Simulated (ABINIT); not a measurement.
**RbSnH3 (Pm-3m): zone-centre phonons**

Which modes does RbSnH3 (Pm-3m) have at the zone centre?

Main program and level: ABINIT 10.8.3; DFT LDA, scalar-relativistic, plane waves, PseudoDojo norm-conserving pseudopotentials.

Report form: the programs' logs are mostly left out.

The structure was built from a prototype and need not be the compound's stable phase.

## (1) Set-up

Symmetry: Pm-3m, No. 221, cubic system. Conventional cell: a = 4.520 Å, b = 4.520 Å, c = 4.520 Å, α = 90.00°, β = 90.00°, γ = 90.00°. Nearest to Rb lie 12 H at 3.20 Å. Nearest to Sn lie 6 H at 2.26 Å. H has 2 Sn at 2.26 Å and 4 Rb at 3.20 Å and 8 H at 3.20 Å nearest. Farther neighbours are not listed.

## (2) A first look

A first run with smearing and empty bands tells whether the crystal has a gap, which decides between fixed occupations and smearing later on.

File probe.abi:

```
# ground state
tolvrs 1.0d-08
prtden 1
prtwf 1

# basis, mesh and filling
ecut 32.0
ngkpt 4 4 4
nshiftk 1
shiftk 0.0 0.0 0.0
istwfk *1
occopt 7
tsmear 0.005
nband 20
nstep 100
diemac 9.0
prtebands 0
prtgsr 0

# cell and atoms
acell 8.541940028 8.541940028 8.541940028
rprim 
    1.0 0.0 0.0
    0.0 1.0 0.0
    0.0 0.0 1.0
ntypat 3
znucl 37 50 1
natom 5
typat 1 2 3 3 3
xred 
    0.0 0.0 0.0
    0.5 0.5 0.5
    0.5 0.5 0.0
    0.5 0.0 0.5
    0.0 0.5 0.5
pp_dirpath "./pseudo"
pseudos "Rb.upf, Sn.upf, H.upf"
```

Launch:

```
$ OMP_NUM_THREADS=1 mpirun -n 4 abinit probe.abi > probe.log
```

The job ended after 13 s (4 MPI ranks of Arm Neoverse V2, shared host).

Read from the output:

- volume per atom: 18.47 Å³
- pressure: -4.151 GPa
- gap on the k-mesh: 0 eV

No gap opens on this mesh, so smearing is kept; the printed pressure holds the stress of the finite basis too.

## (3) Rough relaxation

The typed start is rough, so a first relaxation with smearing and loose thresholds takes it towards rest cheaply.

File prerelax.abi:

```
# relaxation
ionmov 2
optcell 2
dilatmx 1.15
chkdilatmx 0
ntime 40
tolmxf 3.0d-04
tolvrs 1.0d-10
prtwf 0
prtden 0
chksymtnons 0

# basis, mesh and filling
ecut 32.0
ecutsm 3.0
ngkpt 4 4 4
nshiftk 1
shiftk 0.0 0.0 0.0
istwfk *1
occopt 7
tsmear 0.005
nband 20
nstep 100
diemac 1000000.0
prtebands 0
prtgsr 0

# cell and atoms
acell 8.541940028 8.541940028 8.541940028
rprim 
    1.0 0.0 0.0
    0.0 1.0 0.0
    0.0 0.0 1.0
ntypat 3
znucl 37 50 1
natom 5
typat 1 2 3 3 3
xred 
    0.0 0.0 0.0
    0.5 0.5 0.5
    0.5 0.5 0.0
    0.5 0.0 0.5
    0.0 0.5 0.5
pp_dirpath "./pseudo"
pseudos "Rb.upf, Sn.upf, H.upf"
```

Launch:

```
$ OMP_NUM_THREADS=1 mpirun -n 4 abinit prerelax.abi > prerelax.log
```

Elapsed: 83 s, on 4 MPI ranks.

The steps of the relaxation:

```tsv
step	energy less that of the first step (eV)	largest force (eV/Å)	volume (Å³)
1	0.0000	0.0000	92.36
2	-0.0237	0.0000	91.31
3	-0.1178	0.0000	73.90
4	-0.1699	0.0000	80.56
5	-0.1706	0.0000	79.83
```

```tsv
conventional cell, symmetrised	before	after	change
a (Å)	4.520	4.306	-4.7 %
b (Å)	4.520	4.306	-4.7 %
c (Å)	4.520	4.306	-4.7 %
volume (Å³/atom)	18.47	15.97	-13.6 %
```

Final coordinates:

```xyz
5
Lattice="4.3058 0.0000 0.0000 0.0000 4.3058 0.0000 0.0000 0.0000 4.3058" Properties=species:S:1:pos:R:3 pbc="T T T"
Rb    0.0000    0.0000    0.0000
Sn    2.1529    2.1529    2.1529
H     2.1529    2.1529    0.0000
H     2.1529    0.0000    2.1529
H     0.0000    2.1529    2.1529
```

Numbers from this step:

* volume per atom: 15.97 Å³
* pressure: -0.001282 GPa

The volume changes by -13.6 % in this run and stands -13.6 % from the first cell.

## (4) Rough relaxation

The cell changed much, so the rough relaxation is repeated on a basis made for the new cell.

prerelax.abi: that of step 3 with these lines changed.

```diff
@@ -28,3 +28,3 @@
 # cell and atoms
-acell 8.541940028 8.541940028 8.541940028
+acell 8.136788721 8.136788721 8.136788721
 rprim
```

Wall time 14 s (4 MPI ranks).

Little changed from the start: no atom moved by 0.005 Å and no cell edge by 0.1 %.

This step gave:

```yaml
pressure: -0.001284 GPa
```

The volume changes by +0.0 % in this run and stands -13.6 % from the first cell.

## (5) Relaxing the cell and atoms

The harmonic expansion needs vanishing forces, and a free crystal bears no stress, so cell and atoms are brought to rest. Stress is more sensitive to the basis than forces are: the last 3 Ha under the cutoff are smoothed with ecutsm, and the cutoff is raised above that of the later runs.

relax.abi, as its differences from prerelax.abi of step 4:

```diff
@@ -3,7 +3,6 @@
 optcell 2
-dilatmx 1.15
-chkdilatmx 0
+dilatmx 1.08
 ntime 40
-tolmxf 3.0d-04
-tolvrs 1.0d-10
+tolmxf 1.0d-05
+tolvrs 1.0d-14
 prtwf 0
@@ -13,5 +12,5 @@
 # basis, mesh and filling
-ecut 32.0
+ecut 40.0
 ecutsm 3.0
-ngkpt 4 4 4
+ngkpt 6 6 6
 nshiftk 1
@@ -20,3 +19,3 @@
 occopt 7
-tsmear 0.005
+tsmear 0.01
 nband 20
```

Launch:

```
$ OMP_NUM_THREADS=1 mpirun -n 4 abinit relax.abi > relax.log
```

Elapsed: 1.9 min, on 4 MPI ranks; 7.8 min of CPU time.

Relaxation path:

```tsv
step	energy less that of the first step (eV)	largest force (eV/Å)	volume (Å³)
1	0.0000	0.0000	79.83
2	-0.0003	0.0000	79.71
3	-0.0018	0.0000	78.63
4	-0.0018	0.0000	78.65
```

```tsv
conventional cell, symmetrised	before	after	change
a (Å)	4.306	4.284	-0.5 %
b (Å)	4.306	4.284	-0.5 %
c (Å)	4.306	4.284	-0.5 %
volume (Å³/atom)	15.97	15.73	-1.5 %
```

Numbers from this step:

| Item | Value |
| --- | --- |
| volume per atom | 15.73 Å³ |
| pressure | -7.64e-5 GPa |

The volume changes by -1.5 % in this run and stands -14.8 % from the first cell.

## (6) Ground state

The response is built on these wavefunctions, so the potential is converged far more tightly than an energy would need. Smearing stays on, as the first look found no gap above 0.3 eV.

File gs.abi:

```
# ground state
tolvrs 1.0d-16
prtden 1
prtwf 1

# basis, mesh and filling
ecut 32.0
ngkpt 6 6 6
nshiftk 1
shiftk 0.0 0.0 0.0
istwfk *1
occopt 7
tsmear 0.01
nband 20
nstep 100
diemac 1000000.0
prtebands 0
prtgsr 0

# cell and atoms
acell 8.096512086 8.096512086 8.096512086
rprim 
    1.0 0.0 0.0
    0.0 1.0 0.0
    0.0 0.0 1.0
ntypat 3
znucl 37 50 1
natom 5
typat 1 2 3 3 3
xred 
    0.0 0.0 0.0
    0.5 0.5 0.5
    0.5 0.5 0.0
    0.5 0.0 0.5
    0.0 0.5 0.5
pp_dirpath "./pseudo"
pseudos "Rb.upf, Sn.upf, H.upf"
```

Launch:

```
$ OMP_NUM_THREADS=1 mpirun -n 4 abinit gs.abi > gs.log
```

The job ended after 22 s (4 MPI ranks).

Numbers from this step:

| Item | Value |
| --- | --- |
| pressure | -0.5180 GPa |

The cell stands at -0.52 GPa: the relaxation ran with a smoothed and higher cutoff, and the difference is a stress of the finite basis.

## (7) Linear response at Γ

At q = 0 one unit cell holds all displacements. The response is solved for single atoms along the cell's directions, and symmetry skips those that follow from others. The crystal is treated as a metal, which screens a static field, so no field response is asked.

File dfpt_gamma.abi:

```

# common to the responses
getwfk_filepath "gso_WFK"
kptopt 2
nqpt 1
qpt 0.0 0.0 0.0
asr 0
chneut 0

# displacements
rfphon 1
rfatpol 1 5
rfdir 1 1 1
tolvrs 1.0d-10
prtwf 0

# basis, mesh and filling
ecut 32.0
ngkpt 6 6 6
nshiftk 1
shiftk 0.0 0.0 0.0
istwfk *1
occopt 7
tsmear 0.01
nband 20
nstep 100
diemac 1000000.0
prtebands 0
prtgsr 0

# cell and atoms
acell 8.096512086 8.096512086 8.096512086
rprim 
    1.0 0.0 0.0
    0.0 1.0 0.0
    0.0 0.0 1.0
ntypat 3
znucl 37 50 1
natom 5
typat 1 2 3 3 3
xred 
    0.0 0.0 0.0
    0.5 0.5 0.5
    0.5 0.5 0.0
    0.5 0.0 0.5
    0.0 0.5 0.5
pp_dirpath "./pseudo"
pseudos "Rb.upf, Sn.upf, H.upf"
```

Launch:

```
$ OMP_NUM_THREADS=1 mpirun -n 4 abinit dfpt_gamma.abi > dfpt_gamma.log
```

Elapsed: 2.4 min, on 4 MPI ranks; 9.7 min of CPU time.

Numbers from this step:

- largest acoustic frequency at the zone centre before the sum rule: 2.98 cm⁻¹
- highest optical zone-centre mode (no LO-TO term): 576.8 cm⁻¹
- lowest optical zone-centre mode: -1215 cm⁻¹

The acoustic modes at Γ come out as far as 3.0 cm⁻¹ from zero, where they should vanish, a small numerical error. The lowest optical mode is imaginary, 1215i cm⁻¹, an instability at this level and on this k mesh.

## (8) Zone-centre analysis

anaddb reads the merged derivatives and imposes the acoustic sum rule.

File anaddb.abi:

```
ddb_filepath "gamma_DDB"
output_file "anaddb.abo"
outdata_prefix "anaddb"
asr 1
chneut 1
enunit 2
eivec 1
nph1l 1
qph1l 0.0 0.0 0.0 1.0
```

File mrgddb.in:

```
gamma_DDB
merged
2
dfpt_gammao_DDB
gso_DDB
```

Launch:

```
$ mrgddb < mrgddb.in > mrgddb.log
$ OMP_NUM_THREADS=1 anaddb anaddb.abi > anaddb.log
```

The job ended after 0.49 s (1 thread).

No LO-TO term; unit eigenvectors of the mass-weighted matrix, from anaddb's displacements. The modes at Γ (shares of kinetic energy by element, %) (negative means imaginary):

```tsv
mode	frequency (cm⁻¹)	symmetry	Rb %	Sn %	H %
1	-1214.7	T1u	0	1	99
2	-1214.7	T1u	0	1	99
3	-1214.7	T1u	0	1	99
4	0.0	acoustic	41	57	1
5	0.0	acoustic	41	57	1
6	0.0	acoustic	41	57	1
7	82.7	T1u	59	41	1
8	82.7	T1u	59	41	1
9	82.7	T1u	59	41	1
10	558.0	T2u	0	0	100
11	558.0	T2u	0	0	100
12	558.0	T2u	0	0	100
13	576.8	T1u	0	1	99
14	576.8	T1u	0	1	99
15	576.8	T1u	0	1	99
```

Displacements in mode 3 (-1214.7 cm⁻¹), the largest set to 1:
```
Rb1  0.00  0.00  0.00
Sn2  0.00  0.00  0.01
H3   0.00  0.00 -1.00
H4   0.00  0.00  0.02
H5   0.00  0.00  0.02
```

Displacements in mode 13 (576.8 cm⁻¹), the largest set to 1:
```
Rb1  0.00  0.00  0.00
Sn2  0.00  0.00 -0.02
H3   0.00  0.00  0.02
H4   0.00  0.00  1.00
H5   0.00  0.00  1.00
```

The rule moves no optical mode by more than 0.2 cm⁻¹.

## (9) Sum rules set otherwise (asr 0)

Without the rule the raw error of the acoustic modes shows.

anaddb.abi: that of step 8 with these lines changed.

```diff
@@ -3,4 +3,4 @@
 outdata_prefix "anaddb"
-asr 1
-chneut 1
+asr 0
+chneut 0
 enunit 2
```

mrgddb.in is that of step 8.

Elapsed: 0.49 s, on 1 thread.

Zone-centre frequencies as printed; negative means imaginary. Modes:

```tsv
mode	frequency (cm⁻¹)
1	-1215
2	-1215
3	-1215
4	2.98
5	2.98
6	2.98
7	82.83
8	82.83
9	82.83
10	558
11	558
12	558
13	576.8
14	576.8
15	576.8
```

## (10) Outcome

```json
{
  "space group after relaxation": "Pm-3m",
  "volume per atom": "15.7 Å³",
  "highest optical zone-centre mode (no LO-TO term)": "576.8 cm⁻¹",
  "lowest optical zone-centre mode": "-1215 cm⁻¹",
  "imaginary optical modes at the zone centre (no q mesh in this session)": "yes"
}
```

What this shows: At the LDA level the optical modes of RbSnH3 (Pm-3m) at the zone centre run from 1215i to 577 cm⁻¹, so the structure is a saddle point, with 3 modes beyond 10i cm⁻¹ there. The base run prints -0.52 GPa, mostly the error of a finite basis; the relaxation, with a smoothed and higher cutoff, had brought the cell to rest. These are harmonic frequencies at zero temperature: anharmonic shifts and linewidths and thermal expansion are left out. In a metal the frequencies hang on the k mesh and the smearing, most of all near Kohn anomalies. The structure is a hypothetical one, built on a prototype.

[Host names and launcher messages were left out of these logs when they were recorded.]

[Logs are printed without paths, hosts, clocks, repeated set-up lines and the standing remarks that a program may print on its own settings, such as how far it seeks lower states.]

[Hosts, paths, dates, database ids (printed as entryN), source tags and the programs' standing remarks are cut or masked in the printed files.]
